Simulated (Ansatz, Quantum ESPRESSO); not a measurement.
# Na3TeCl (Pm-3m): Raman and infrared activity

Aim: Raman and infrared lines of Na3TeCl (Pm-3m).

Main program and level: Quantum ESPRESSO 8.0 development, patched; DFT LDA, scalar-relativistic, plane waves, PseudoDojo norm-conserving pseudopotentials.

The structure was built from a prototype and need not be the compound's stable phase.

### Step 1. The structure

It takes space group Pm-3m (No. 221, cubic). The conventional cell has a = 6.137 Å, b = 6.137 Å, c = 6.137 Å, α = 90.00°, β = 90.00°, γ = 90.00°. Nearest to Cl lie 12 Na at 4.34 Å. Te has 6 Na at 3.07 Å nearest. Nearest to Na lie 2 Te at 3.07 Å. Farther neighbours and most contacts between anions are not listed.

Coordinates:

```cif
data_structure
_symmetry_space_group_name_H-M 'Pm-3m'
_symmetry_Int_Tables_number 221
_cell_length_a 6.1370
_cell_length_b 6.1370
_cell_length_c 6.1370
_cell_angle_alpha 90.000
_cell_angle_beta 90.000
_cell_angle_gamma 90.000
_cell_volume 231.14
loop_
_atom_site_label
_atom_site_type_symbol
_atom_site_symmetry_multiplicity
_atom_site_Wyckoff_symbol
_atom_site_fract_x
_atom_site_fract_y
_atom_site_fract_z
_atom_site_occupancy
Cl1 Cl 1 a 0.00000 0.00000 0.00000 1
Te1 Te 1 b 0.50000 0.50000 0.50000 1
Na1 Na 3 c 0.50000 0.50000 0.00000 1
```

### Step 2. A probe with smearing

A cheap run with smearing and empty bands tells whether the crystal has a gap, which decides between fixed occupations and smearing later on.

probe.in reads:

```
 &control
    calculation='scf',
    prefix='x',
    outdir='./tmp',
    pseudo_dir='./pseudo',
    tprnfor=.true.,
    tstress=.true.,
    verbosity='high',
 /
 &system
    ibrav=0,
    nat=5,
    ntyp=3,
    ecutwfc=88.0,
    occupations='smearing',
    smearing='gaussian',
    degauss=0.01,
 /
 &electrons
    conv_thr=1.0d-07,
    mixing_beta=0.7,
    electron_maxstep=100,
 /
ATOMIC_SPECIES
 Cl     35.4500  Cl.upf
 Te    127.6000  Te.upf
 Na     22.9898  Na.upf
CELL_PARAMETERS angstrom
     6.137000000    0.000000000    0.000000000
     0.000000000    6.137000000    0.000000000
     0.000000000    0.000000000    6.137000000
ATOMIC_POSITIONS crystal
 Cl     0.000000000   0.000000000   0.000000000
 Te     0.500000000   0.500000000   0.500000000
 Na     0.500000000   0.500000000   0.000000000
 Na     0.500000000   0.000000000   0.500000000
 Na     0.000000000   0.500000000   0.500000000
K_POINTS automatic
 4 4 4 0 0 0
```

On the command line:

```
> OMP_NUM_THREADS=1 mpirun -n 4 pw.x -nk 4 -in probe.in > probe.out
```

Log:

```text
[banners, grids, parts of the stress and lines that vanish by symmetry left out]
Program PWSCF v.8.0dev
     Message from routine setup:
     using ibrav=0 with symmetry is DISCOURAGED, use correct ibrav instead
[...]
kinetic-energy cutoff     =      88.0000  Ry
     charge density cutoff     =     352.0000  Ry
     scf convergence threshold =      1.0E-07
[...]
Exchange-correlation= SLA-PW-NOGX-NOGC
                           (   1   4   0   0   0   0   0)
[...]
48 Sym. Ops., with inversion, found
[...]
(     0          1          0      )
                  (     0          0          1      )
[...]
(  0.0000000  1.0000000  0.0000000 )
                  (  0.0000000  0.0000000  1.0000000 )
[...]
(     0         -1          0      )
                  (     0          0          1      )
[...]
( -1.0000000  0.0000000  0.0000000 )
                  (  0.0000000  1.0000000  0.0000000 )
[...]
number of k points=    10  Gaussian smearing, width (Ry)=  0.0100
[...]
End of self-consistent calculation
[...]
the Fermi energy is     0.0994 ev
!    total energy              =    -516.05088353 Ry
[...]
convergence has been achieved in   7 iterations
[...]
atom    1 type  1   force =     0.00000000    0.00000000    0.00000000
     atom    2 type  2   force =     0.00000000    0.00000000    0.00000000
     atom    3 type  3   force =     0.00000000    0.00000000    0.00000000
     atom    4 type  3   force =     0.00000000    0.00000000    0.00000000
     atom    5 type  3   force =     0.00000000    0.00000000    0.00000000
[...]
Total force =     0.000000     Total SCF correction =     0.000000
[...]
total   stress  (Ry/bohr**3)                   (kbar)     P=      -22.78
[...]
XML data file, charge density, pseudopotentials, collected wavefunctions

   JOB DONE.
```

Wall time 21 s (4 MPI ranks of Intel Xeon Platinum 8375C at 2.90GHz (Ice Lake), shared host); 82 s of CPU time.

Numbers from this step:

```yaml
volume_per_atom: 46.23 Å³
pressure: -2.278 GPa
gap_on_the_k_mesh: 2.127 eV
```

A gap of 2.1 eV opens on this mesh, so the crystal is taken as an insulator; the start stands at -2.3 GPa.

### Step 3. Relaxation

The relaxation runs at a cutoff a fifth above that of the response, since stress converges more slowly with the basis than frequencies do. Forces and stress are brought to rest with tight thresholds.

relax.in, as its differences from probe.in of step 2:

```diff
@@ -1,3 +1,3 @@
  &control
-    calculation='scf',
+    calculation='vc-relax',
     prefix='x',
@@ -7,3 +7,5 @@
     tstress=.true.,
-    verbosity='high',
+    forc_conv_thr=2.0d-05,
+    etot_conv_thr=1.0d-07,
+    nstep=40,
  /
@@ -13,11 +15,15 @@
     ntyp=3,
-    ecutwfc=88.0,
-    occupations='smearing',
-    smearing='gaussian',
-    degauss=0.01,
+    ecutwfc=106,
+    occupations='fixed',
+    nbnd=27,
  /
  &electrons
-    conv_thr=1.0d-07,
+    conv_thr=1.0d-11,
     mixing_beta=0.7,
     electron_maxstep=100,
+ /
+ &ions
+ /
+ &cell
+    press_conv_thr=0.2,
  /
```

On the command line:

```
> OMP_NUM_THREADS=1 mpirun -n 4 pw.x -nk 4 -in relax.in > relax.out
```

Log:

```text
[banners, grids, parts of the stress and lines that vanish by symmetry left out]
[banner, memory and clock lines left out]
Program PWSCF v.8.0dev

[...]
kinetic-energy cutoff     =     106.0000  Ry
     charge density cutoff     =     424.0000  Ry
     scf convergence threshold =      1.0E-11
[...]
energy convergence thresh.=      1.0E-07
     force convergence thresh. =      2.0E-05
     press convergence thresh. =      2.0E-01
     Exchange-correlation= SLA-PW-NOGX-NOGC
                           (   1   4   0   0   0   0   0)
[...]
48 Sym. Ops., with inversion, found
[...]
number of k points=    10
[...]
End of self-consistent calculation
[...]
highest occupied, lowest unoccupied level (ev):    -0.7644    1.3636
!    total energy              =    -516.05102719 Ry
[...]
convergence has been achieved in  11 iterations
[...]
atom    1 type  1   force =     0.00000000    0.00000000    0.00000000
     atom    2 type  2   force =     0.00000000    0.00000000    0.00000000
     atom    3 type  3   force =     0.00000000    0.00000000    0.00000000
     atom    4 type  3   force =     0.00000000    0.00000000    0.00000000
     atom    5 type  3   force =     0.00000000    0.00000000    0.00000000
     Total force =     0.000000     Total SCF correction =     0.000000
[...]
total   stress  (Ry/bohr**3)                   (kbar)     P=      -22.78
[...]
number of bfgs steps    =   0
[...]
CELL_PARAMETERS (angstrom)
[...]
ATOMIC_POSITIONS (crystal)
Cl               0.0000000000        0.0000000000        0.0000000000
Te               0.5000000000        0.5000000000        0.5000000000
Na               0.5000000000        0.5000000000        0.0000000000
Na               0.5000000000        0.0000000000        0.5000000000
[...]
New effective cutoffs (rho, wfc):  427.16  106.81
[...]
End of self-consistent calculation
[...]
highest occupied, lowest unoccupied level (ev):    -0.7204    1.4225
!    total energy              =    -516.05379253 Ry
[...]
convergence has been achieved in   8 iterations
[...]
atom    1 type  1   force =     0.00000000    0.00000000    0.00000000
     atom    2 type  2   force =     0.00000000    0.00000000    0.00000000
     atom    3 type  3   force =     0.00000000    0.00000000    0.00000000
     atom    4 type  3   force =     0.00000000    0.00000000    0.00000000
     atom    5 type  3   force =     0.00000000    0.00000000    0.00000000
     Total force =     0.000000     Total SCF correction =     0.000000
[...]
total   stress  (Ry/bohr**3)                   (kbar)     P=      -22.30
[...]
number of bfgs steps    =   1
[...]
WARNING: bfgs curvature condition failed, Theta= 0.824
[...]
CELL_PARAMETERS (angstrom)
[...]
ATOMIC_POSITIONS (crystal)
[...]
New effective cutoffs (rho, wfc):  432.18  108.06
[...]
End of self-consistent calculation
[...]
highest occupied, lowest unoccupied level (ev):    -0.6525    1.5127
!    total energy              =    -516.05778418 Ry
[...]
convergence has been achieved in   9 iterations
[...]
atom    1 type  1   force =     0.00000000    0.00000000    0.00000000
     atom    2 type  2   force =     0.00000000    0.00000000    0.00000000
     atom    3 type  3   force =     0.00000000    0.00000000    0.00000000
[...]
total   stress  (Ry/bohr**3)                   (kbar)     P=      -12.46
[...]
number of bfgs steps    =   5
[...]
highest occupied, lowest unoccupied level (ev):     0.4034    2.8361
!    total energy              =    -516.08546598 Ry
[...]
convergence has been achieved in  10 iterations
[...]
Total force =     0.000000     Total SCF correction =     0.000000
[...]
total   stress  (Ry/bohr**3)                   (kbar)     P=       -1.04
[...]
number of bfgs steps    =   6
[...]
highest occupied, lowest unoccupied level (ev):     0.4494    2.8915
!    total energy              =    -516.08549447 Ry
[...]
convergence has been achieved in   8 iterations
[...]
Total force =     0.000000     Total SCF correction =     0.000000
[...]
total   stress  (Ry/bohr**3)                   (kbar)     P=        0.19
[...]
number of bfgs steps    =   7
[...]
New effective cutoffs (rho, wfc):  503.57  125.91
[...]
highest occupied, lowest unoccupied level (ev):     0.4422    2.8828
!    total energy              =    -516.08549545 Ry
[...]
convergence has been achieved in   8 iterations
[...]
Total force =     0.000000     Total SCF correction =     0.000000
[...]
total   stress  (Ry/bohr**3)                   (kbar)     P=       -0.00
[...]
number of bfgs steps    =   8
[...]
small trust_radius: resetting bfgs history
[...]
CELL_PARAMETERS (angstrom)
[...]
ATOMIC_POSITIONS (crystal)
[...]
New effective cutoffs (rho, wfc):  503.57  125.91
[...]
End of self-consistent calculation
[...]
highest occupied, lowest unoccupied level (ev):     0.4422    2.8828
!    total energy              =    -516.08549545 Ry
[...]
convergence has been achieved in   2 iterations
[...]
atom    3 type  3   force =     0.00000000    0.00000000    0.00000000
     atom    4 type  3   force =     0.00000000    0.00000000    0.00000000
     atom    5 type  3   force =     0.00000000    0.00000000    0.00000000
     Total force =     0.000000     Total SCF correction =     0.000000
[...]
total   stress  (Ry/bohr**3)                   (kbar)     P=       -0.00
[...]
bfgs converged in  10 scf cycles and   9 bfgs steps
[...]
End of BFGS Geometry Optimization
     Final enthalpy           =    -516.0854954526 Ry
     File ./tmp/x.bfgs deleted, as requested
[...]
CELL_PARAMETERS (angstrom)
[...]
ATOMIC_POSITIONS (crystal)
[...]
Na               0.5000000000        0.0000000000        0.5000000000
Na               0.0000000000        0.5000000000        0.5000000000
[...]
Final scf calculation at the relaxed structure.
[...]
kinetic-energy cutoff     =     106.0000  Ry
     charge density cutoff     =     424.0000  Ry
     scf convergence threshold =      1.0E-13
[...]
press convergence thresh. =      2.0E-01
     Exchange-correlation= SLA-PW-NOGX-NOGC
                           (   1   4   0   0   0   0   0)
[...]
48 Sym. Ops., with inversion, found
[...]
number of k points=    10
[...]
End of self-consistent calculation
[...]
highest occupied, lowest unoccupied level (ev):     0.4423    2.8828
!    total energy              =    -516.08540280 Ry
[...]
convergence has been achieved in  13 iterations
[...]
atom    1 type  1   force =     0.00000000    0.00000000    0.00000000
     atom    2 type  2   force =     0.00000000    0.00000000    0.00000000
     atom    3 type  3   force =     0.00000000    0.00000000    0.00000000
     atom    4 type  3   force =     0.00000000    0.00000000    0.00000000
     atom    5 type  3   force =     0.00000000    0.00000000    0.00000000
     Total force =     0.000000     Total SCF correction =     0.000000
[...]
total   stress  (Ry/bohr**3)                   (kbar)     P=       -0.02
[...]
XML data file, charge density, pseudopotentials, collected wavefunctions
```

Run time: 5.5 min. Hardware: 4 MPI ranks; 22 min of CPU time.

The steps of the relaxation:

```
step  energy less that of the first step (eV)  largest force (eV/Å)  pressure (GPa)  volume (Å³)
   1                                   0.0000                0.0000           -2.28       231.14
   2                                  -0.0376                0.0000           -2.23       228.46
   3                                  -0.0919                0.0000           -2.15       224.49
   4                                  -0.1682                0.0000           -2.01       218.62
   5                                  -0.2698                0.0000           -1.76       210.00
   6                                  -0.3881                0.0000           -1.25       197.51
   7                                  -0.4686                0.0000           -0.10       179.72
   8                                  -0.4690                0.0000            0.02       178.26
   9                                  -0.4690                0.0000            0.00       178.49
  10                                  -0.4690                0.0000            0.00       178.49
  11                                  -0.4677                0.0000            0.00       178.49
```

```csv
"conventional cell, symmetrised",before,after,change
a (Å),6.137,5.630,-8.3 %
b (Å),6.137,5.630,-8.3 %
c (Å),6.137,5.630,-8.3 %
volume (Å³/atom),46.23,35.70,-22.8 %
```

The last row of the table of steps is pw.x's closing run on a basis chosen anew for the final cell, so its energy can jump.

Read from the output:

```yaml
volume_per_atom: 35.70 Å³
pressure: -0.002 GPa
gap_on_the_k_mesh: 2.441 eV
```

The volume changes by -22.8 % from the cell with which this run began.

### Step 4. Self-consistent run for the response

Perturbation theory inherits every error of the wavefunctions, so the threshold is set near the limit of the arithmetic. With a gap, occupations are fixed, which also allows the response to an electric field.

scf.in reads:

```
 &control
    calculation='scf',
    prefix='x',
    outdir='./tmp',
    pseudo_dir='./pseudo',
    tprnfor=.true.,
    tstress=.true.,
 /
 &system
    ibrav=0,
    nat=5,
    ntyp=3,
    ecutwfc=88.0,
    occupations='fixed',
    nbnd=27,
 /
 &electrons
    conv_thr=1.0d-12,
    mixing_beta=0.7,
    electron_maxstep=100,
 /
ATOMIC_SPECIES
 Cl     35.4500  Cl.upf
 Te    127.6000  Te.upf
 Na     22.9898  Na.upf
CELL_PARAMETERS angstrom
     5.630345269    0.000000000    0.000000000
     0.000000000    5.630345269    0.000000000
     0.000000000    0.000000000    5.630345269
ATOMIC_POSITIONS crystal
 Cl     0.000000000   0.000000000   0.000000000
 Te     0.500000000   0.500000000   0.500000000
 Na     0.500000000   0.500000000   0.000000000
 Na     0.500000000   0.000000000   0.500000000
 Na     0.000000000   0.500000000   0.500000000
K_POINTS automatic
 4 4 4 0 0 0
```

On the command line:

```
> OMP_NUM_THREADS=1 mpirun -n 4 pw.x -nk 4 -in scf.in > scf.out
```

Log:

```text
[banners, grids, parts of the stress and lines that vanish by symmetry left out]
[banner, memory and clock lines left out]
Program PWSCF v.8.0dev

[...]
kinetic-energy cutoff     =      88.0000  Ry
     charge density cutoff     =     352.0000  Ry
     scf convergence threshold =      1.0E-12
[...]
Exchange-correlation= SLA-PW-NOGX-NOGC
                           (   1   4   0   0   0   0   0)
[...]
48 Sym. Ops., with inversion, found
[...]
number of k points=    10
[...]
End of self-consistent calculation
[...]
highest occupied, lowest unoccupied level (ev):     0.4424    2.8828
!    total energy              =    -516.08525587 Ry
[...]
convergence has been achieved in  12 iterations
[...]
atom    1 type  1   force =     0.00000000    0.00000000    0.00000000
     atom    2 type  2   force =     0.00000000    0.00000000    0.00000000
     atom    3 type  3   force =     0.00000000    0.00000000    0.00000000
     atom    4 type  3   force =     0.00000000    0.00000000    0.00000000
     atom    5 type  3   force =     0.00000000    0.00000000    0.00000000
     Total force =     0.000000     Total SCF correction =     0.000000
[...]
total   stress  (Ry/bohr**3)                   (kbar)     P=        0.01
[...]
XML data file, charge density, pseudopotentials, collected wavefunctions
```

Elapsed: 21 s, on 4 MPI ranks.

Read from the output:

- pressure: 0.001 GPa
- gap on the k-mesh: 2.440 eV

The cell stands at 0.001 GPa, close enough for phonons.

(Continued in part 2 of 3.)

[Host names and launcher messages were left out of these logs when they were recorded.]

[Logs are printed without paths, hosts, clocks, repeated set-up lines and the standing remarks that a program may print on its own settings, such as how far it seeks lower states.]

[Hosts, paths, dates, database ids (printed as entryN), source tags and the programs' standing remarks are cut or masked in the printed files.]
